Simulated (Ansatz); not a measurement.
# Bands, cutoff and cost in G0W0 for TiO2 (Rutile)

How do accuracy and time trade against each other in G0W0 on TiO2 (Rutile)?

Calculated with Ansatz 0.2.0; G0W0 on r2SCAN, plane waves, PAW.

## Step 1: The structure

Symmetry: P4_2/mnm, No. 136, tetragonal system. Conventional cell: a = 4.592 Å, b = 4.592 Å, c = 2.957 Å, α = 90.00°, β = 90.00°, γ = 90.00°. Nearest to Ti lie 6 O at 1.95 to 1.98 Å. Nearest to O lie 3 Ti at 1.95 to 1.98 Å. Farther neighbours and most contacts between anions are not listed.

The cell and positions come from the Crystallography Open Database and are kept as given unless a step says otherwise. The default PAW set here is soft_2. Its files were made with PBE.

## Step 2: 81 empty bands, screening to 69 eV

G0W0 replaces the xc potential by the self-energy, built once from these orbitals. Only a window of levels is corrected, while the sums run over the empty bands that the input names.

Contents of input.yaml:

```yaml
crystal:
  lattice:
    - [4.5922, 0.0, 0.0]
    - [0.0, 4.5922, 0.0]
    - [0.0, 0.0, 2.9574]
  atoms:
    - { symbol: Ti, position: [0.0, 0.0, 0.0] }
    - { symbol: Ti, position: [0.5, 0.5, 0.5] }
    - { symbol: O, position: [0.30496, 0.30496, 0.0] }
    - { symbol: O, position: [0.19504, 0.80496, 0.5] }
    - { symbol: O, position: [0.69504, 0.69504, 0.0] }
    - { symbol: O, position: [0.80496, 0.19504, 0.5] }
kpoints:
  mp_grid: { grid: [4, 4, 6] }
hamiltonian:
  xc: r2scan
scf:
  occupations: { method: fixed }
gw:
  n_empty_bands: 81
  ecut_chi: 69
  qp_bands: [v2, c2]
  qp_kpoints: band_edges
  screening: { model: contour_deformation }
```

Launch:

```bash
> ansatz run input.yaml --threads 2 --pin off --max-ram 92160MiB --backend cuda --events-out ev --progress --plain --runs-dir out --devices 1 --max-vram 13GiB  # rebuilt from the run's record
```

Numbers of over 12 decimals in the logs are rounded to 6 here.

The log of the run:

```text
GPUs: using 1 of 1 available (devices: 1).
Engine: ansatz 0.2.0, x86_64-unknown-linux-gnu
Pseudopotentials: kind: paw
Pseudopotential: Ti, paw, valence charge 12, recommended cutoff 500 eV (meta_gga), Ti.paw.azcp
Pseudopotential: O, paw, valence charge 6, recommended cutoff 500 eV (meta_gga), O.paw.azcp
Functional definition: r2SCAN
  parameter k0 = 0.174
  parameter k1 = 0.065
  parameter a1 = 4.9479
  exchange = r2scan_x(k0 = k0, k1 = k1, a1 = a1)
  correlation = r2scan_c
device memory: the entry about to start is reckoned to put 1.3 GiB on a device that reports 37.8 GiB free (of which the cap on the GPU budget leaves the run 13.0 GiB)
GPU FFT provider: cuFFT
GPU libraries: cuBLAS 13.8.2, cuFFT 12.4.0, cuSOLVER 12.3.4
Crystal: 6 atoms, lattice volume = 62.367 Å³
Basis set: ecut = 500 eV, 1559 PW (Γ), exchange–correlation on 144×144×96 points (64 copies of the dense FFT grid, shifted against one another)
Bands: 30, of which v1, the nominal top of the filled ones, is band 24 counted from 1 (23 counted from 0)
Symmetry: 16 space group operations
Space group: P42/mnm (ITA 136), of the structure as read, at distance tolerance 4.0e-5 Å
k-points: 24 of 96
Non-local potential: Ti, projectors of the file, l = 0: 3, l = 1: 2, l = 2: 3, l = 3: 1
Non-local potential: O, projectors of the file, l = 0: 2, l = 1: 2, l = 2: 1
PAW form: soft (Blöchl's): semilocal exchange-correlation on the pseudo side does not see the compensation charge
PAW frozen core: Ti, regenerated for the run's functional (the file was generated under x = pbe(κ = 0.804, μ = 0.219515), c = pbe(β = 0.066725))
PAW frozen core: O, regenerated for the run's functional (the file was generated under x = pbe(κ = 0.804, μ = 0.219515), c = pbe(β = 0.066725))
PAW one-centre angular grid: Ti, 590 points (default); XC on 160 Gauss nodes
PAW one-centre angular grid: O, 302 points (default); XC on 160 Gauss nodes
Initial density: superposition of atomic densities (neutral atoms: chi_scale 0, normalization atom), corrected by the library's trained network
Initial wavefunctions: pseudopotential atomic-orbital guess
GPU buffer pool allocated for 31104 grid points (all kernels)
GPU transforms: local potential and band sums: pruned to the plane-wave sphere, on 36×36×24
Functional: x = r2scan, c = r2scan; τ floored in thin density (d = 2e-4 eV/Å³)
SCF iter   1: F=—  HF=-7292.561013 eV  |F-HF|=—  |Δ(HF+E_count)|=         —  Δρ=2.75e-2  dr2=5.50e-1  dr2_τ=3.86e-1  ethr=1.77e-3  ⟨swp⟩=4.0  Hψ=2734  notcnv=0  defer=50
preconditioner: auto → Resta (q_TF=auto, 2.612 Å⁻¹)  ε∞=7.3  [insulator: Δε(μ)=2.747 eV  Ē_g=10.566 eV  n_scr=18 (ndim 8)  ℏωp=26.6 eV  f_vac=0.016  ε∞_Penn≈7.3]
SCF iter   2: F=—  HF=-7292.582313 eV  |F-HF|=—  |Δ(HF+E_count)|=   2.13e-2  Δρ=1.22e-2  dr2=4.40e-2  dr2_τ=2.81e-2  ethr=1.15e-3  ⟨swp⟩=3.0  Hψ=1617  notcnv=0  defer=3
SCF iter   3: F=—  HF=-7292.576934 eV  |F-HF|=—  |Δ(HF+E_count)|=   5.38e-3  Δρ=4.04e-3  dr2=6.02e-3  dr2_τ=5.40e-4  ethr=9.17e-5  ⟨swp⟩=2.0  Hψ=1160  notcnv=0  defer=88
SCF iter   4: F=—  HF=-7292.576742 eV  |F-HF|=—  |Δ(HF+E_count)|=   1.92e-4  Δρ=1.15e-3  dr2=4.11e-4  dr2_τ=1.04e-4  ethr=1.25e-5  ⟨swp⟩=2.0  Hψ=1045  notcnv=0  defer=96
SCF iter   5: F=—  HF=-7292.576815 eV  |F-HF|=—  |Δ(HF+E_count)|=   7.27e-5  Δρ=1.83e-4  dr2=2.26e-5  dr2_τ=1.52e-6  ethr=8.55e-7  ⟨swp⟩=2.2  Hψ=1116  notcnv=0  defer=96
SCF iter   6: F=—  HF=-7292.576821 eV  |F-HF|=—  |Δ(HF+E_count)|=   5.99e-6  Δρ=5.20e-5  dr2=2.29e-6  dr2_τ=1.17e-7  ethr=4.70e-8  ⟨swp⟩=2.0  Hψ=1296  notcnv=0
SCF iter   7: F=—  HF=-7292.576821 eV  |F-HF|=—  |Δ(HF+E_count)|=   1.25e-8  Δρ=2.29e-5  dr2=3.84e-7  dr2_τ=1.86e-8  ethr=4.77e-9  ⟨swp⟩=2.7  Hψ=1249  notcnv=0
SCF iter   8: F=-7292.576821 eV  HF=-7292.576821 eV  |F-HF|=3.05e-9  |Δ(HF+E_count)|=   3.87e-8  Δρ=2.90e-6  dr2=5.90e-9  dr2_τ=1.32e-10  ethr=2.08e-10  ⟨swp⟩=5.0  Hψ=2143  notcnv=0
SCF 1 converged in 8 iterations: F = -7292.576821 eV  dr2 = 5.90e-9
  greatest PAW one-centre occupation: 1.000 electrons in one spin orbital (limit 2), on the Ti atom at site 1 (counted from 0), in its partial waves of l = 0
device memory: the entry about to start is reckoned to put 1.4 GiB (of the 1.5 GiB reckoned in all, the device holds 0.1 GiB already) on a device that reports 34.0 GiB free (of which the cap on the GPU budget leaves the run 12.9 GiB)
NSCF: frozen V_eff on 24 k-points, pencils in batches of 32, up to order 120
the band table was solved once the SCF had ended and its energy, with any forces and stress, was formed, with the checks that follow a solve (2872 applications of the Hamiltonian). They found nothing against the state; the energy, forces and stress were not computed again (output.eigenvalues in the input reference)
device memory: the entry about to start is reckoned to put 1.6 GiB on a device that reports 33.3 GiB free (of which the cap on the GPU budget leaves the run 13.0 GiB)
NSCF: frozen V_eff on 24 k-points
G₀W₀ screening: q 1/24
[... further progress lines ...]
SCF converged after 8 iterations
Free energy (F): -7292.576821 eV
Harris-Foulkes:  -7292.576821 eV  (|F-HF|=3.05e-9)
Internal energy: -7292.576821 eV  (E = F + TS)
E sigma→0 (E₀):  -7292.576821 eV
Fermi energy:    8.819662 eV
--- Per-component energies (eV) ---
  E_band       = -440.224063
  E_kinetic    = 1251.269308
  E_local      = -3077.471569  (includes V_loc(G=0)·N_el)
  E_nonlocal   = 191.768598
  E_hartree    = 1169.876909
  E_xc         = -482.969737
  E_vxc        = -693.313015  (∫ρ·V_xc dr)
  E_paw        = -2747.325551  (= ΣΔE_a)
  E_vpaw       = -497.830075  (= ΣTr[D̂ρ^β])
  E_aug_tail   = 0.004724  (compensation charges beyond the density's cutoff)
  E_vtau       = 45.593953  (kinetic-family band-sum trace: ∫τ·v_τ [+ j·A + Jᵃ·Aᵃ] dr)
  E_ewald      = -3597.094824
  E_core_change = -0.634678  (= ΣΔE_core)
  E_smearing   = -0.000000  (= −TS)
  E_closure    = 0.000000  (closes the sum)
  Σ components = -7292.576821   (vs F -7292.576821, Δ=0.00e0)
--- Band table (eV; the first three rows and the last of 24) ---
  k-point 0: bands = [... 20 lower, 8.0696, 8.3477, 8.3477, 8.8197, 11.0506, 11.3863, 11.5841, 11.6790, ... 2 higher]
  k-point 1: bands = [... 20 lower, 7.0828, 7.8346, 7.8346, 8.6460, 11.4399, 11.5923, 11.6181, 12.0011, ... 2 higher]
  k-point 2: bands = [... 20 lower, 6.7484, 7.1958, 7.1958, 7.8184, 11.5172, 11.9145, 12.3455, 12.5888, ... 2 higher]
  k-point 23: bands = [... 20 lower, 7.5096, 7.5096, 8.1144, 8.1144, 11.7617, 11.7617, 12.4073, 12.4073, ... 2 higher]
--- G₀W₀: contour deformation, 6 samples at zero and on the imaginary axis and 1 off it, 96 q-points, 81 empty bands' worth ---
  eigenvalues of the whole cell's RPA ε∞ on this k-mesh (on a slab, of 1 + 4πα/V) = 6.3582, 6.3582, 7.5862; static W/v taken at q = 0 is 0.147590
  bands read: the sum over 105 bands ends inside a degenerate multiplet in 15 slots, whose members it reads at an even weight; the widest, k=1: bands 105 to 106 (counted from 1) at 1/2 each
  gw.qp_kpoints: band_edges: 19 of 24 stored k-points solved, in 1 pass; an edge of the gap read off the rows below is read off those points alone
    valence top: of the k-points left out ik 8 came nearest to being solved in a further pass, in band 23 (counted from 1, as in the quasiparticle table): it holds the edge there only if its correction is more favourable than any solved in that band by at least 0.741 eV; those differ by 0.179 eV
    conduction bottom: of the k-points left out ik 7 came nearest to being solved in a further pass, in band 26 (counted from 1, as in the quasiparticle table): it holds the edge there only if its correction is more favourable than any solved in that band by at least 0.521 eV; those differ by 0.163 eV
    ik  band        ε_KS         Σx   Σc(E_QP)       V_xc       Z   E_QP_lin       E_QP  E_QP is
     0    23      8.3477   -26.2433     4.6566   -22.0046  0.7370     8.7628     8.7655  root
     0    24      8.8197   -26.2042     4.8406   -21.7520  0.7273     9.2056     9.2081  root
     0    25     11.0506   -13.2820    -6.5547   -21.3328  0.7330    12.5973    12.5467  root
     0    26     11.3863   -13.2804    -6.3284   -21.0221  0.7332    12.8456    12.7996  root
     1    23      7.8346   -25.6077     4.3631   -21.6387  0.7342     8.2262     8.2287  root
     1    24      8.6460   -26.0914     4.9689   -21.4835  0.7257     9.0048     9.0071  root
     1    25     11.4399   -13.1800    -6.8871   -21.5185  0.7206    12.9449    12.8912  root
     1    26     11.5923   -13.6987    -6.5095   -21.6967  0.7289    13.1338    13.0807  root
     2    23      7.1958   -25.8092     5.0675   -20.9807  0.7176     7.4336     7.4348  root
     2    24      7.8184   -24.7957     4.8070   -20.2606  0.7178     8.0887     8.0903  root
     2    25     11.5172   -13.6852    -6.6158   -21.7388  0.7191    13.0066    12.9550  root
     2    26     11.9145   -13.8015    -7.0444   -22.4101  0.7193    13.5444    13.4787  root
     3    23      7.3463   -25.7896     5.0306   -21.0018  0.7187     7.5879     7.5891  root
     3    24      7.3463   -25.7896     5.0306   -21.0018  0.7187     7.5879     7.5891  root
     3    25     12.1292   -14.3773    -6.6529   -22.4878  0.7053    13.6509    13.5868  root
     3    26     12.1292   -14.3773    -6.6529   -22.4878  0.7053    13.6509    13.5868  root
     4    23      7.9700   -25.6930     4.6844   -21.3800  0.7265     8.3390     8.3415  root
     4    24      8.5788   -26.0174     4.8951   -21.4777  0.7259     8.9321     8.9343  root
     4    25     11.3479   -13.5988    -6.4762   -21.5519  0.7279    12.8779    12.8248  root
     4    26     11.7083   -13.4668    -6.4240   -21.2924  0.7233    13.1598    13.1099  root
     5    23      7.7493   -25.3795     4.6180   -21.0931  0.7242     8.0788     8.0809  root
     5    24      8.4365   -25.8657     4.8846   -21.3276  0.7247     8.7808     8.7830  root
     5    25     11.5595   -13.4293    -6.7819   -21.6736  0.7202    13.0760    13.0220  root
     5    26     11.8701   -14.2320    -6.5217   -22.2480  0.7164    13.4252    13.3643  root
[...]
21    23      7.3783   -26.1983     4.6741   -21.8549  0.7370     7.7072     7.7091  root
    21    24      7.3783   -26.1983     4.6741   -21.8549  0.7370     7.7072     7.7091  root
    21    25     11.5443   -13.8396    -6.5733   -21.9249  0.7257    13.1124    13.0563  root
    21    26     11.5443   -13.8396    -6.5733   -21.9249  0.7257    13.1124    13.0563  root
    23    23      8.1144   -26.2696     4.8561   -21.7532  0.7309     8.4520     8.4540  root
    23    24      8.1144   -26.2696     4.8561   -21.7532  0.7309     8.4520     8.4540  root
    23    25     11.7617   -13.6720    -6.5556   -21.6522  0.7166    13.2396    13.1863  root
    23    26     11.7617   -13.6720    -6.5556   -21.6522  0.7166    13.2396    13.1863  root
```

Run time: 9.1 s. Hardware: 1 × NVIDIA H100 80GB HBM3 (shared by 6 runs) with 2 threads of AMD EPYC 7R13 (Zen 3), shared host; peak memory 1.2 GiB.

In the SCF lines HF is the Harris–Foulkes energy and dr2 the Hartree energy of the density residual, in eV; the loop may stop once dr2 is under the threshold and the program's other checks hold. Hψ counts applications of the Hamiltonian.

This step gave:

```yaml
bands_summed: 105
rpa_eps_infinity_on_this_mesh_eigenvalues: 6.358, 6.358, 7.586
plane_waves_in_the_screening_matrix: 73
q_points_in_the_mesh: 96
g0w0_gap_on_the_mesh: 3.292 eV
k_of_the_valence_top: 0, 0, 0
k_of_the_conduction_bottom: 0, -0.5, -0.5
starting_gap_on_the_mesh: 2.231 eV
z_at_the_valence_top: 0.7273
z_at_the_conduction_bottom: 0.7320
least_direct_g0w0_gap_on_the_computed_points: 3.339 eV
```

The gap on the mesh goes from 2.23 eV to 3.29 eV, a correction of +1.06 eV, though a band edge has moved to another state.

## Step 3: 229 empty bands, screening to 138 eV

Another rung: the empty bands reach about as high as the screening cutoff, so the two stay in balance.

Changes to input.yaml since step 2:

```diff
@@ -19,4 +19,4 @@
 gw:
-  n_empty_bands: 81
-  ecut_chi: 69
+  n_empty_bands: 229
+  ecut_chi: 138
   qp_bands: [v2, c2]
```

The log of the run:

```text
GPUs: using 1 of 1 available (devices: 1).
[...]
GPU FFT provider: cuFFT
GPU libraries: cuBLAS 13.8.2, cuFFT 12.4.0, cuSOLVER 12.3.4
Crystal: 6 atoms, lattice volume = 62.367 Å³
Basis set: ecut = 500 eV, 1559 PW (Γ), exchange–correlation on 144×144×96 points (64 copies of the dense FFT grid, shifted against one another)
Bands: 30, of which v1, the nominal top of the filled ones, is band 24 counted from 1 (23 counted from 0)
Symmetry: 16 space group operations
[...]
k-points: 24 of 96
[...]
GPU buffer pool allocated for 31104 grid points (all kernels)
[...]
SCF iter   1: F=—  HF=-7292.561013 eV  |F-HF|=—  |Δ(HF+E_count)|=         —  Δρ=2.75e-2  dr2=5.50e-1  dr2_τ=3.86e-1  ethr=1.77e-3  ⟨swp⟩=4.0  Hψ=2734  notcnv=0  defer=50
[...]
SCF iter   8: F=-7292.576821 eV  HF=-7292.576821 eV  |F-HF|=3.05e-9  |Δ(HF+E_count)|=   3.87e-8  Δρ=2.90e-6  dr2=5.90e-9  dr2_τ=1.32e-10  ethr=2.08e-10  ⟨swp⟩=5.0  Hψ=2143  notcnv=0
SCF 1 converged in 8 iterations: F = -7292.576821 eV  dr2 = 5.90e-9
[...]
NSCF: frozen V_eff on 24 k-points, pencils in batches of 32, up to order 120
[...]
NSCF: frozen V_eff on 24 k-points
G₀W₀ screening: q 1/24
[... further progress lines ...]
SCF converged after 8 iterations
Free energy (F): -7292.576821 eV
[...]
Internal energy: -7292.576821 eV  (E = F + TS)
E sigma→0 (E₀):  -7292.576821 eV
Fermi energy:    8.819662 eV
[...]
--- Band table (eV; the first three rows and the last of 24) ---
  k-point 0: bands = [... 20 lower, 8.0696, 8.3477, 8.3477, 8.8197, 11.0506, 11.3863, 11.5841, 11.6790, ... 2 higher]
  k-point 1: bands = [... 20 lower, 7.0828, 7.8346, 7.8346, 8.6460, 11.4399, 11.5923, 11.6181, 12.0011, ... 2 higher]
  k-point 2: bands = [... 20 lower, 6.7484, 7.1958, 7.1958, 7.8184, 11.5172, 11.9145, 12.3455, 12.5888, ... 2 higher]
  k-point 23: bands = [... 20 lower, 7.5096, 7.5096, 8.1144, 8.1144, 11.7617, 11.7617, 12.4073, 12.4073, ... 2 higher]
[...]
0    23      8.3477   -26.2433     4.3164   -22.0046  0.7296     8.4252     8.4253  root
     0    24      8.8197   -26.2042     4.5257   -21.7520  0.7188     8.8932     8.8933  root
     0    25     11.0506   -13.2820    -6.9625   -21.3328  0.7284    12.1636    12.1389  root
     0    26     11.3863   -13.2804    -6.7194   -21.0221  0.7290    12.4306    12.4086  root
     1    23      7.8346   -25.6077     4.0278   -21.6387  0.7275     7.8933     7.8934  root
     1    24      8.6460   -26.0914     4.6645   -21.4835  0.7172     8.7026     8.7027  root
     1    25     11.4399   -13.1800    -7.3003   -21.5185  0.7149    12.5033    12.4780  root
     1    26     11.5923   -13.6987    -6.9148   -21.6967  0.7245    12.7013    12.6754  root
[...]
23    23      8.1144   -26.2696     4.5298   -21.7532  0.7237     8.1277     8.1277  root
    23    24      8.1144   -26.2696     4.5298   -21.7532  0.7237     8.1277     8.1277  root
    23    25     11.7617   -13.6720    -6.9668   -21.6522  0.7104    12.8001    12.7751  root
    23    26     11.7617   -13.6720    -6.9668   -21.6522  0.7104    12.8001    12.7751  root
```

Wall time 29 s (1 × NVIDIA H100 80GB HBM3 (shared by 6 runs) with 2 threads); peak memory 1.5 GiB.

Numbers from this step:

* bands summed: 253
* RPA ε∞ on this mesh (eigenvalues): 6.288, 6.288, 7.491
* plane waves in the screening matrix: 217
* q-points in the mesh: 96
* G0W0 gap on the mesh: 3.202 eV
* k of the valence top: 0, 0, 0
* k of the conduction bottom: 0, -0.5, -0.5
* starting gap on the mesh: 2.231 eV
* Z at the valence top: 0.7188
* Z at the conduction bottom: 0.7267
* least direct G0W0 gap on the computed points: 3.246 eV

Against the run with 4×4×6 mesh, 81 empty bands, screening to 69 eV, the gap moves by −0.09 eV.

## Step 4: 493 empty bands, screening to 230 eV

Changes to input.yaml since step 3:

```diff
@@ -19,4 +19,4 @@
 gw:
-  n_empty_bands: 229
-  ecut_chi: 138
+  n_empty_bands: 493
+  ecut_chi: 230.0
   qp_bands: [v2, c2]
```

The log of the run:

```text
GPUs: using 1 of 1 available (devices: 1).
[...]
GPU FFT provider: cuFFT
GPU libraries: cuBLAS 13.8.2, cuFFT 12.4.0, cuSOLVER 12.3.4
Crystal: 6 atoms, lattice volume = 62.367 Å³
Basis set: ecut = 500 eV, 1559 PW (Γ), exchange–correlation on 144×144×96 points (64 copies of the dense FFT grid, shifted against one another)
Bands: 30, of which v1, the nominal top of the filled ones, is band 24 counted from 1 (23 counted from 0)
[...]
1    26     11.5923   -13.6987    -7.0891   -21.6967  0.7220    12.5189    12.5011  root
[...]
23    23      8.1144   -26.2696     4.2985   -21.7532  0.7197     7.8956     7.8965  root
    23    24      8.1144   -26.2696     4.2985   -21.7532  0.7197     7.8956     7.8965  root
    23    25     11.7617   -13.6720    -7.1470   -21.6522  0.7069    12.6116    12.5949  root
    23    26     11.7617   -13.6720    -7.1470   -21.6522  0.7069    12.6116    12.5949  root
[key lines of the parts left out:]
SCF converged after 8 iterations
Free energy (F): -7292.576821 eV
Fermi energy:    8.819662 eV
```

Run time: 45 s. Hardware: 1 × NVIDIA H100 80GB HBM3 (shared by 6 runs) with 2 threads; peak memory 2.4 GiB; 79 s of CPU time.

Numbers from this step:

| Property | Result |
| --- | --- |
| bands summed | 517 |
| RPA ε∞ on this mesh (eigenvalues) | 6.263, 6.263, 7.455 |
| plane waves in the screening matrix | 507 |
| G0W0 gap on the mesh | 3.264 eV |
| k of the valence top | 0, 0, 0 |
| k of the conduction bottom | 0, -0.5, -0.5 |
| starting gap on the mesh | 2.231 eV |
| least direct G0W0 gap on the computed points | 3.306 eV |

Against the run with 4×4×6 mesh, 229 empty bands, screening to 138 eV, the gap moves by +0.06 eV.

## Step 5: Changing the k mesh: 4×4×4 mesh, 229 empty bands, screening to 138 eV

A second mesh at equal bands and cutoff isolates the sampling error. Bands and cutoff differ from the step before, so it is read against an earlier run that matches them.

Changes to input.yaml since step 4:

```diff
@@ -13,3 +13,3 @@
 kpoints:
-  mp_grid: { grid: [4, 4, 6] }
+  mp_grid: { grid: [4, 4, 4] }
 hamiltonian:
@@ -19,4 +19,4 @@
 gw:
-  n_empty_bands: 493
-  ecut_chi: 230.0
+  n_empty_bands: 229
+  ecut_chi: 138
   qp_bands: [v2, c2]
```

The log of the run:

```text
GPUs: using 1 of 1 available (devices: 1).
[...]
GPU FFT provider: cuFFT
GPU libraries: cuBLAS 13.8.2, cuFFT 12.4.0, cuSOLVER 12.3.4
Crystal: 6 atoms, lattice volume = 62.367 Å³
Basis set: ecut = 500 eV, 1559 PW (Γ), exchange–correlation on 144×144×96 points (64 copies of the dense FFT grid, shifted against one another)
Bands: 30, of which v1, the nominal top of the filled ones, is band 24 counted from 1 (23 counted from 0)
[...]
1    26     11.7430   -13.8232    -7.1631   -22.1060  0.7204    12.8916    12.8627  root
[...]
17    23      8.1172   -26.2753     4.5379   -21.7532  0.7235     8.1331     8.1331  root
    17    24      8.1172   -26.2753     4.5379   -21.7532  0.7235     8.1331     8.1331  root
    17    25     11.7589   -13.6648    -6.9790   -21.6539  0.7099    12.7942    12.7691  root
    17    26     11.7589   -13.6648    -6.9790   -21.6539  0.7099    12.7942    12.7691  root
[key lines of the parts left out:]
SCF converged after 8 iterations
Free energy (F): -7292.565318 eV
Fermi energy:    8.822623 eV
```

It took 23 s on 1 × NVIDIA H100 80GB HBM3 (shared by 6 runs) with 2 threads; peak memory 1.4 GiB; 34 s of CPU time.

This step gave:

```yaml
bands_summed: 253
rpa_eps_infinity_on_this_mesh_eigenvalues: 6.334, 6.334, 7.815
plane_waves_in_the_screening_matrix: 217
g0w0_gap_on_the_mesh: 3.191 eV
k_of_the_valence_top: 0, 0, 0
k_of_the_conduction_bottom: 0, -0.5, -0.5
starting_gap_on_the_mesh: 2.226 eV
least_direct_g0w0_gap_on_the_computed_points: 3.239 eV
```

Against the run with 4×4×6 mesh, 229 empty bands, screening to 138 eV, the gap moves by −0.011 eV.

[end of part 1 of 2]

[Paths, hosts, dates, memory and timing lines, banners, echoed tables and standing remarks are left out of the program output.]

[Logs are printed without paths, hosts, clocks, repeated set-up lines and the standing remarks that a program may print on its own settings, such as how far it seeks lower states.]

[Runs of the session that timed out or met a known fault of the program may be left out.]

[Cells called generated may have been cut or substituted from an entry of the Crystallography Open Database or the Materials Project.]

[Hosts, paths, dates, database ids (printed as entryN), source tags and the programs' standing remarks are cut or masked in the printed files.]
